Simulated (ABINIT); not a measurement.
# Quasiparticle gap of KBr (Fm-3m) in ABINIT, part 2 of 3

Aim: the G0W0 gap of KBr (Fm-3m) on PBE, step by step.

ABINIT 10.8.3; PBE and many-body steps on it, plane waves. Known limits of the many-body steps: not at the basis limit; no spin-orbit coupling.

So far. Step 2 (Ground state): The gap is direct, at Γ.

**3. Bands along the symmetry lines**

Level of this step: DFT, PBE, plane waves, norm-conserving pseudopotentials (ABINIT).

The cheap functional maps the bands first; the places of the edges decide which points the dearer methods must see.

Contents of run.abi:

```
acell 3*1.0 Angstrom
rprim 
  0.000000000000 3.300000000000 3.300000000000
  3.300000000000 0.000000000000 3.300000000000
  3.300000000000 3.300000000000 0.000000000000
ntypat 2
znucl 19 35
natom 2
typat 1 2
xred 
  0.000000000000 0.000000000000 0.000000000000
  0.500000000000 0.500000000000 0.500000000000
pp_dirpath "pseudos"
pseudos "K.upf, Br.upf"
ecut 33
iscf -2
irdden 1
kptopt 0
nkpt 50
kpt 
  0.00000000 0.00000000 0.00000000
  0.06250000 0.00000000 0.06250000
  0.12500000 0.00000000 0.12500000
  0.18750000 0.00000000 0.18750000
  0.25000000 0.00000000 0.25000000
  0.31250000 0.00000000 0.31250000
  0.37500000 0.00000000 0.37500000
  0.43750000 0.00000000 0.43750000
  0.50000000 0.00000000 0.50000000
  0.51562500 0.03125000 0.51562500
  0.53125000 0.06250000 0.53125000
  0.54687500 0.09375000 0.54687500
  0.56250000 0.12500000 0.56250000
  0.57812500 0.15625000 0.57812500
  0.59375000 0.18750000 0.59375000
  0.60937500 0.21875000 0.60937500
  0.62500000 0.25000000 0.62500000
  0.37500000 0.37500000 0.75000000
  0.32812500 0.32812500 0.65625000
  0.28125000 0.28125000 0.56250000
  0.23437500 0.23437500 0.46875000
  0.18750000 0.18750000 0.37500000
  0.14062500 0.14062500 0.28125000
  0.09375000 0.09375000 0.18750000
  0.04687500 0.04687500 0.09375000
  0.00000000 0.00000000 0.00000000
  0.06250000 0.06250000 0.06250000
  0.12500000 0.12500000 0.12500000
  0.18750000 0.18750000 0.18750000
  0.25000000 0.25000000 0.25000000
  0.31250000 0.31250000 0.31250000
  0.37500000 0.37500000 0.37500000
  0.43750000 0.43750000 0.43750000
  0.50000000 0.50000000 0.50000000
  0.50000000 0.46875000 0.53125000
  0.50000000 0.43750000 0.56250000
  0.50000000 0.40625000 0.59375000
  0.50000000 0.37500000 0.62500000
  0.50000000 0.34375000 0.65625000
  0.50000000 0.31250000 0.68750000
  0.50000000 0.28125000 0.71875000
  0.50000000 0.25000000 0.75000000
  0.50000000 0.21875000 0.71875000
  0.50000000 0.18750000 0.68750000
  0.50000000 0.15625000 0.65625000
  0.50000000 0.12500000 0.62500000
  0.50000000 0.09375000 0.59375000
  0.50000000 0.06250000 0.56250000
  0.50000000 0.03125000 0.53125000
  0.50000000 0.00000000 0.50000000
istwfk *1
nband 15
nbdbuf 2
tolwfr 1e-08
nstep 40
prtwf 0
prtvol 0
indata_prefix "in"
outdata_prefix "out"
tmpdata_prefix "tmp"
```

On the command line:

```sh
> OMP_NUM_THREADS=1 mpirun -n 4 abinit run.abi > log
```

Numbers of over 12 decimals in the logs are rounded to 6 here.

The program printed:

```text
.Version 10.8.3 of ABINIT. v10.8.2 released Aug 2026.

 Symmetries : space group Fm -3 m (#225); Bravais cF (face-center cubic)
[... echo of the input left out ...]
== DATASET  1 ==================================================================
-   mpi_nproc: 4, omp_nthreads: 1 (-1 if OMP is not activated)

--- !DatasetInfo
iteration_state: {dtset: 1, }
dimensions: {natom: 2, nkpt: 50, mband: 15, nsppol: 1, nspinor: 1, nspden: 1, mpw: 4477, }
cutoff_energies: {ecut:  33.0, pawecutdg:  -1.0, }
electrons: {nelect:   1.60000000E+01, charge:   0.00000000E+00, occopt:   1.00000000E+00, tsmear:   1.00000000E-02, }

 Real(R)+Recip(G) space primitive vectors, cartesian coordinates (Bohr,Bohr^-1):
 R(1)=  0.0000000  6.2360962  6.2360962  G(1)= -0.0801784  0.0801784  0.0801784
 R(2)=  6.2360962  0.0000000  6.2360962  G(2)=  0.0801784 -0.0801784  0.0801784
 R(3)=  6.2360962  6.2360962  0.0000000  G(3)=  0.0801784  0.0801784 -0.0801784
 Unit cell volume ucvol=  4.8502979E+02 bohr^3
 Angles (23,13,12)=  6.00000000E+01  6.00000000E+01  6.00000000E+01 degrees

 getcut: wavevector=  0.0000  0.0000  0.0000  ngfft=  48  48  48
         ecut(hartree)=     33.000   => boxcut(ratio)=   2.10471

--- Pseudopotential description ------------------------------------------------
- K Generated using ONCVPSP code by D. R. Hamann
- 19.00000   9.00000  171031                  znucl, zion, pspdat
12 -101130 2 -1 2222                          pspcod,pspxc,lmax,lloc,mmax
     nproj     2     2     2
  pspatm : epsatm=    8.42413758
         --- l  ekb(1:nproj) -->
             0   10.871123    0.806704
             1    4.379001    0.553647
             2   -3.405842   -1.029115
 pspatm: atomic psp has been read  and splines computed

- Br Generated using ONCVPSP code by D. R. Hamann
- 35.00000   7.00000  171031                  znucl, zion, pspdat
12 -101130 2 -1 1098                          pspcod,pspxc,lmax,lloc,mmax
     nproj     2     2     2
  pspatm : epsatm=   11.64859065
         --- l  ekb(1:nproj) -->
[...]
pspatm: atomic psp has been read  and splines computed

--------------------------------------------------------------------------------

================================================================================
 prteigrs : about to open file out_EIG
 Non-SCF case, kpt    1 (  0.00000  0.00000  0.00000), residuals and eigenvalues=
  3.99E-09  7.97E-09  2.33E-09  3.70E-09  8.22E-09  3.70E-09  5.31E-09  6.01E-09
  5.68E-09  4.22E-09  6.53E-09  8.10E-09  3.46E-09  7.47E-09  2.30E-08
 -1.0212E+00 -4.5217E-01 -4.1398E-01 -4.1398E-01 -4.1398E-01 -3.5263E-04
 -3.5263E-04 -3.5263E-04  1.6266E-01  2.7924E-01  2.7924E-01  2.7924E-01
[...]
Non-SCF case, kpt    2 (  0.06250  0.00000  0.06250), residuals and eigenvalues=
  7.31E-09  2.21E-09  3.06E-09  8.49E-09  3.73E-09  5.15E-09  2.93E-09  7.07E-09
[...]
2.69E-09  3.86E-09  4.71E-09  5.47E-09  4.86E-09  4.97E-09  4.35E-09  7.71E-09
  9.78E-09  8.46E-09  5.05E-09  5.72E-09  5.43E-09  6.40E-09  4.33E-07
[...]
Non-SCF case, kpt   49 (  0.50000  0.03125  0.53125), residuals and eigenvalues=
[...]
Non-SCF case, kpt   50 (  0.50000  0.00000  0.50000), residuals and eigenvalues=
[...]
-1.0209E+00 -4.4859E-01 -4.1730E-01 -4.1530E-01 -4.1530E-01 -3.0181E-02
 -1.0823E-02 -1.0823E-02  2.1537E-01  2.6434E-01  3.4341E-01  3.4894E-01
[...]
--- !ResultsGS
iteration_state: {dtset: 1, }
comment   : Summary of ground state results
lattice_vectors:
- [  0.0000000,   6.2360962,   6.2360962, ]
- [  6.2360962,   0.0000000,   6.2360962, ]
- [  6.2360962,   6.2360962,   0.0000000, ]
lattice_lengths: [   8.81917,    8.81917,    8.81917, ]
lattice_angles: [ 60.000,  60.000,  60.000, ] # degrees, (23, 13, 12)
lattice_volume:   4.8502979E+02
convergence: {deltae:  0.000E+00, res2:  0.000E+00, residm:  9.978E-09, diffor:  0.000E+00, }
etotal    :  -4.59180654E+01
entropy   :   0.00000000E+00
fermie    :  -3.52625943E-04
cartesian_stress_tensor: null
pressure_GPa: null
xred      :
- [  0.0000E+00,   0.0000E+00,   0.0000E+00,  K]
- [  5.0000E-01,   5.0000E-01,   5.0000E-01, Br]
cartesian_forces: null
force_length_stats: {min: null, max: null, mean: null, }

 Integrated electronic density in atomic spheres:
 ------------------------------------------------
 Atom  Sphere_radius  Integrated_density
[...]
================================================================================

 ----iterations are completed or convergence reached----

 Mean square residual over all n,k,spin=   61.973E-10; max=  99.776E-10
 reduced coordinates (array xred) for    2 atoms
       0.000000000000      0.000000000000      0.000000000000
       0.500000000000      0.500000000000      0.500000000000

 cartesian coordinates (angstrom) at end:
    1      0.000000     0.000000     0.000000
    2      3.300000     3.300000     3.300000
 length scales=  1.889726125908  1.889726125908  1.889726125908 bohr
              =  1.000000000000  1.000000000000  1.000000000000 angstroms
 prteigrs : about to open file out_EIG
 Eigenvalues (hartree) for nkpt=  50  k points:
 kpt#   1, nband= 15, wtk=  1.00000, kpt=  0.0000  0.0000  0.0000 (reduced coord)
[...]
kpt#   2, nband= 15, wtk=  1.00000, kpt=  0.0625  0.0000  0.0625 (reduced coord)
[...]
kpt#   3, nband= 15, wtk=  1.00000, kpt=  0.1250  0.0000  0.1250 (reduced coord)
[...]
kpt#  49, nband= 15, wtk=  1.00000, kpt=  0.5000  0.0313  0.5313 (reduced coord)
  -1.02093   -0.44874   -0.41728   -0.41532   -0.41510   -0.03004   -0.01119   -0.01107
   0.21637    0.26555    0.34414    0.34666    0.35382    0.39343    0.39460
 kpt#  50, nband= 15, wtk=  1.00000, kpt=  0.5000  0.0000  0.5000 (reduced coord)
  -1.02093   -0.44859   -0.41730   -0.41530   -0.41530   -0.03018   -0.01082   -0.01082
   0.21537    0.26434    0.34341    0.34894    0.35447    0.39339    0.39339

== END DATASET(S) ==============================================================
================================================================================

 -outvars: echo values of variables after computation  --------
            nband          15
             nkpt          50
          spgroup         225
 [... the other variables as echoed above ...]

 Calculation completed.
```

Wall time 21 s (4 MPI ranks of Arm Neoverse V1, shared host); peak memory 0.31 GiB; 83 s of CPU time.

This step gave:

```yaml
gap: 4.436 eV
k_of_the_valence_top: 0, 0, 0
k_of_the_conduction_bottom: 0, 0, 0
least_direct_gap: 4.436 eV
```

The gap is 4.436 eV, as in the run before at this level.

Electronic bands along the path, in eV, zero at the top of the highest filled band; v1 is the highest filled band, c1 the lowest empty one:

```csv
point,v4,v3,v2,v1,c1,c2,c3,c4
Γ,-11.26,0.00,0.00,0.00,4.44,7.61,7.61,7.61
halfway,-11.17,-0.71,-0.16,-0.16,5.90,6.54,8.84,9.04
X,-11.29,-0.81,-0.28,-0.28,5.87,7.20,9.35,9.50
halfway,-11.26,-0.78,-0.40,-0.30,6.08,7.46,9.12,9.51
U,-11.18,-0.69,-0.64,-0.33,6.59,8.16,8.46,9.16
jump to K,-11.18,-0.69,-0.64,-0.33,6.59,8.16,8.46,9.16
halfway,-11.10,-0.78,-0.24,-0.24,6.16,7.28,8.38,8.88
Γ,-11.26,0.00,0.00,0.00,4.44,7.61,7.61,7.61
halfway,-11.12,-0.67,-0.17,-0.17,5.69,7.49,8.31,8.31
L,-11.01,-1.18,-0.33,-0.33,6.59,8.23,9.74,9.74
halfway,-11.09,-0.96,-0.47,-0.36,7.02,7.80,8.89,9.31
W,-11.16,-0.59,-0.59,-0.54,7.39,7.39,8.26,8.99
halfway,-11.22,-0.75,-0.41,-0.38,6.29,7.66,8.73,9.39
X,-11.29,-0.81,-0.28,-0.28,5.87,7.20,9.35,9.50
```

The electronic bands as a text plot (rows in eV, shown from -8.0 to 8.4 only):

```
    8.1 |+ ++            +++    +++++ ++ ++++  ++++++++  ++++
    7.4 |++++      ++++++   +++++++++++++++++++        +++++ ++++
    6.7 |    ++++++      +++  ++               ++++++++     +
    6.0 |     +++++++++++       +            ++              ++++
    5.3 |    +                   ++        ++
    4.7 |++++                      ++++++++
    4.0 |
    3.3 |
    2.6 |
    1.9 |
    1.2 |
    0.6 |
   -0.1 |************************************************    ****
   -0.8 |    **********************         *****   *************
   -1.5 |                                        ***
   -2.2 |
   -2.9 |
   -3.6 |
   -4.2 |
   -4.9 |
   -5.6 |
   -6.3 |
   -7.0 |
   -7.7 |
         Γ           X  U|K            Γ         L        W     X
```

**4. Empty states on the mesh, 4×4×4 mesh, 179 bands**

The sums over transitions need many empty states on a uniform mesh; this step solves for them.

Contents of run.abi:

```
acell 3*1.0 Angstrom
rprim 
  0.000000000000 3.300000000000 3.300000000000
  3.300000000000 0.000000000000 3.300000000000
  3.300000000000 3.300000000000 0.000000000000
ntypat 2
znucl 19 35
natom 2
typat 1 2
xred 
  0.000000000000 0.000000000000 0.000000000000
  0.500000000000 0.500000000000 0.500000000000
pp_dirpath "pseudos"
pseudos "K.upf, Br.upf"
ecut 33
ngkpt 4 4 4
nshiftk 1
shiftk 0 0 0
kptopt 1
chksymbreak 0
irdden 1
istwfk *1
nband 179
prtvol 0
optdriver 6
gwr_task "HDIAGO"
paral_kgb 0
occopt 1
indata_prefix "in"
outdata_prefix "out"
tmpdata_prefix "tmp"
```

The program printed:

```text
[banner, memory and clock lines left out]
.Version 10.8.3 of ABINIT. v10.8.2 released Aug 2026.

 Symmetries : space group Fm -3 m (#225); Bravais cF (face-center cubic)
[... echo of the input left out ...]
== DATASET  1 ==================================================================
-   mpi_nproc: 4, omp_nthreads: 1 (-1 if OMP is not activated)

--- !DatasetInfo
iteration_state: {dtset: 1, }
dimensions: {natom: 2, nkpt: 8, mband: 179, nsppol: 1, nspinor: 1, nspden: 1, mpw: 4477, }
cutoff_energies: {ecut:  33.0, pawecutdg:  -1.0, }
electrons: {nelect:   1.60000000E+01, charge:   0.00000000E+00, occopt:   1.00000000E+00, tsmear:   1.00000000E-02, }

.Using double precision arithmetic; gwpc =  8

- Reading GS density from: in_DEN

--- Pseudopotential description ------------------------------------------------
- K Generated using ONCVPSP code by D. R. Hamann
- 19.00000   9.00000  171031                  znucl, zion, pspdat
12 -101130 2 -1 2222                          pspcod,pspxc,lmax,lloc,mmax
     nproj     2     2     2
  pspatm : epsatm=    8.42413758
         --- l  ekb(1:nproj) -->
             0   10.871123    0.806704
             1    4.379001    0.553647
             2   -3.405842   -1.029115
 pspatm: atomic psp has been read  and splines computed

- Br Generated using ONCVPSP code by D. R. Hamann
- 35.00000   7.00000  171031                  znucl, zion, pspdat
12 -101130 2 -1 1098                          pspcod,pspxc,lmax,lloc,mmax
     nproj     2     2     2
  pspatm : epsatm=   11.64859065
         --- l  ekb(1:nproj) -->
             0    8.455549    0.878460
             1    5.292495    0.880691
             2    2.589748    0.385882
 pspatm: atomic psp has been read  and splines computed

   3.21163652E+02                                ecore*ucvol(ha*bohr**3)

 Total charge density [el/Bohr^3]
)     Maximum=    5.5720E-01  at reduced coord.    0.0833    0.9167    0.9583
)     Minimum=    7.1972E-04  at reduced coord.    0.5000    0.5000    0.5000
   Integrated=    1.6000E+01

 === KS gaps after direct diagonalization ===
 Direct band gap semiconductor
 Fundamental gap:     4.436 (eV)
   VBM:    -0.010 (eV) at k: [ 0.0000E+00,  0.0000E+00,  0.0000E+00]
   CBM:     4.426 (eV) at k: [ 0.0000E+00,  0.0000E+00,  0.0000E+00]
 Direct gap:         4.436 (eV) at k: [ 0.0000E+00,  0.0000E+00,  0.0000E+00]

== END DATASET(S) ==============================================================

 -outvars: echo values of variables after computation  --------
           etotal      0.0000000000E+00
            nband         179
             nkpt           8
          spgroup         225
 [... the other variables as echoed above ...]

 Calculation completed.
```

The job ended after 1.9 min (4 MPI ranks; peak memory 4.4 GiB; 7.6 min of CPU time).

This step gave:

| Property | Result |
| --- | --- |
| gap | 4.436 eV |
| k of the valence top | 0, 0, 0 |
| k of the conduction bottom | 0, 0, 0 |
| least direct gap | 4.436 eV |
| k points computed | 8 |
| lowest point of the top converged band, above the valence top | 93.5189 eV |

On this mesh the gap is 4.436 eV.

**5. Screening, 4×4×4 mesh, 171 bands, screening to 163.3 eV**

The RPA dielectric matrix is built and inverted for each q.

This step: RPA screening on PBE, plane waves, norm-conserving pseudopotentials.

run.abi, as its differences from that of step 4:

```diff
@@ -20,10 +20,11 @@
 chksymbreak 0
-irdden 1
 istwfk *1
-nband 179
-prtvol 0
-optdriver 6
-gwr_task "HDIAGO"
-paral_kgb 0
 occopt 1
+irdwfk 1
+optdriver 3
+nband 171
+ecuteps 6
+inclvkb 2
+awtr 1
+symchi 1
 indata_prefix "in"
```

The program printed:

```text
.Version 10.8.3 of ABINIT. v10.8.2 released Aug 2026.

 Symmetries : space group Fm -3 m (#225); Bravais cF (face-center cubic)
[... echo of the input left out ...]
== DATASET  1 ==================================================================
-   mpi_nproc: 4, omp_nthreads: 1 (-1 if OMP is not activated)

--- !DatasetInfo
iteration_state: {dtset: 1, }
dimensions: {natom: 2, nkpt: 8, mband: 171, nsppol: 1, nspinor: 1, nspden: 1, mpw: 4477, }
cutoff_energies: {ecut:  33.0, pawecutdg:  -1.0, }
electrons: {nelect:   1.60000000E+01, charge:   0.00000000E+00, occopt:   1.00000000E+00, tsmear:   1.00000000E-02, }

 SCREENING: Calculation of the susceptibility and dielectric matrices

 Based on a program developped by R.W. Godby, V. Olevano, G. Onida, and L. Reining.
 Incorporated in ABINIT by V. Olevano, G.-M. Rignanese, and M. Torrent.
.Using double precision arithmetic ; gwpc =  8

[... cell and pseudopotentials left out ...]
--------------------------------------------------------------------------------

 ==== K-mesh for the wavefunctions ====
 Number of points in the irreducible wedge :     8
[... list of points left out ...]
 Together with 48 symmetry operations and time-reversal symmetry
 yields    64 points in the full Brillouin Zone.

 ==== Q-mesh for the screening function ====
 Number of points in the irreducible wedge :     8
[... list of points left out ...]
 Together with 48 symmetry operations and time-reversal symmetry
 yields    64 points in the full Brillouin Zone.

 setmesh: FFT mesh size selected  =    36x   36x   36
          total number of points  =        46656

 vcoul_init : cutoff-mode = AUXILIARY_FUNCTION
 q-points for optical limit:   1
     1)      0.000010    0.000020    0.000030

- screening: taking advantage of time-reversal symmetry
- Maximum band index for partially occupied states nbvw = 8
- Remaining bands to be divided among processors   nbcw = 163
- Number of bands treated by each node ~40

 Number of electrons calculated from density =   16.0000; Expected =   16.0000
 average of density, n =  0.032988
 r_s =    1.9343
 omega_plasma =   17.5199 [eV]

 calculating chi0 at frequencies [eV] :
  1    0.000000E+00    0.000000E+00
  2    0.000000E+00    1.751989E+01

--------------------------------------------------------------------------------
  q-point number  1        q = ( 0.000000, 0.000000, 0.000000) [r.l.u.]
--------------------------------------------------------------------------------
[... chi0 elements left out ...]
 For q-point:  0.000010 0.000020 0.000030
  dielectric constant =   2.3739
  dielectric constant without local fields =   2.8537

  Average fulfillment of the sum rule on Im[epsilon] for q-point    1 :     82.26  [%]
[... wings left out ...]
  q-point number  2        q = ( 0.250000, 0.000000, 0.000000) [r.l.u.]
--------------------------------------------------------------------------------
[... chi0 elements left out ...]
  Average fulfillment of the sum rule on Im[epsilon] for q-point    2 :     87.37  [%]

 [... 6 further q-points ...]
```

It took 61 s on 4 MPI ranks; peak memory 1.6 GiB.

Numbers from this step:

* ε∞ with local fields, on this mesh, along the program's q direction: 2.374
* the same without local fields: 2.854
* plasma frequency: 17.52 eV
* plane waves in the screening matrix: 331

Local fields lower ε∞ by 17 %.

(Part 2 of 3 ends here.)

[Paths, hosts, dates, memory and timing lines, banners, echoed tables and standing remarks are left out of the program output.]

[Logs are printed without paths, hosts, clocks, repeated set-up lines and the standing remarks that a program may print on its own settings, such as how far it seeks lower states.]

[Runs of the session that timed out or met a known fault of the program may be left out.]

[Hosts, paths, dates, database ids (printed as entryN), source tags and the programs' standing remarks are cut or masked in the printed files.]

[G0W0 gaps are taken among the corrected bands and points alone; a level outside them can change the order at an edge.]

[Where Ansatz stands beside ABINIT at settings called matched, ABINIT's density can come from a denser mesh and the files from another edition; pairs whose starting gaps differed by over 0.03 eV were left out, so agreement reads better than it is.]
